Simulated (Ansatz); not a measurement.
# Gap against volume in amorphous poly(vinylidene fluoride) (as short chains C8F6H12), from a frame at 500 K, (78 atoms)

Density of this cell: 1.36 g/cm³. The cell holds 78 atoms: 24 C, 18 F and 36 H. Its edges and angles: a = 9.520 Å, b = 9.242 Å, c = 9.513 Å, α = 99.4°, β = 98.5°, γ = 89.4°. The starting structure: 3 poly(vinylidene fluoride) chains of 3 units with methyl end groups placed at random, at 1.44 g/cm³; overlaps pushed apart, then 20 ps at 800 K with MMFF94 bonds, angles, torsions, charges and radii (Halgren, J. Comput. Chem. 17, 490 (1996)) in harmonic and 12-6 forms. Snapshot after 30 ps at 500 K and fixed volume.

Calculated with Ansatz 0.2.0: Kohn-Sham DFT, PBE+D4, PAW (set soft_2), plane waves; cutoff 420 eV, Γ point, fermi-dirac smearing of 0.05 eV. The relaxed cell was scaled evenly and the atoms were relaxed at each volume. The gap is that between the highest filled and the lowest empty Kohn-Sham level on the run's k-points.

```
volume (Å³/atom)  gap (eV)
          9.4212               6.858
          9.8399               6.790
          10.154               6.736
          10.468               6.697
          10.782                   ?
          11.096               6.614
```

**Question.** Fit a straight line in ln V to the rows given and interpolate to the withheld row.

Worked fit:

A volume deformation potential makes the spacing linear in u = ln(V/V0), with V0 = 10.468 Å³ the relaxed volume; v is the spacing.

```
u = ln(V/V0)  v (eV)
   -0.105360   6.858
  -0.0618752  6.7897
  -0.0304596  6.7363
           0  6.6965
   0.0582694  6.6145
```

With n = 5: mean u = -0.0278851, mean v = 6.739, Σ(u − ū)² = 0.015365, Σ(u − ū)(v − v̄) = -0.022847. Slope b = -0.022847 / 0.015365 = -1.4870; intercept a = v̄ − b ū = 6.6975.

At the withheld volume u = 0.02956, and v = a + b u.

Prediction at 10.782: 6.654 eV. The run gave 6.660 eV, so the fit is low by 0.0065 eV (0.098 % of the value).

The slope, -1.49 eV, says that the spacing narrows on expansion. Among the rows given, the largest miss of the fit is at 10.154, by 0.0065 eV (2.7 % of the range of the table).

Limits: The table spans 16 % in volume, wide for a linear law. Semilocal functionals tend to put gaps under measured ones. Only the Γ point is sampled. Defect or tail levels can set the spacing of a disordered cell.

[Logs are printed without paths, hosts, clocks, repeated set-up lines and the standing remarks that a program may print on its own settings, such as how far it seeks lower states.]

[Hosts, paths, dates, database ids (printed as entryN), source tags and the programs' standing remarks are cut or masked in the printed files.]

[The MMFF94 radii named for the starting cell were scaled by 0.96; in molecules described by MMFF94, hydrogen bound to N, O or S took a small fixed 12-6 site in their place.]
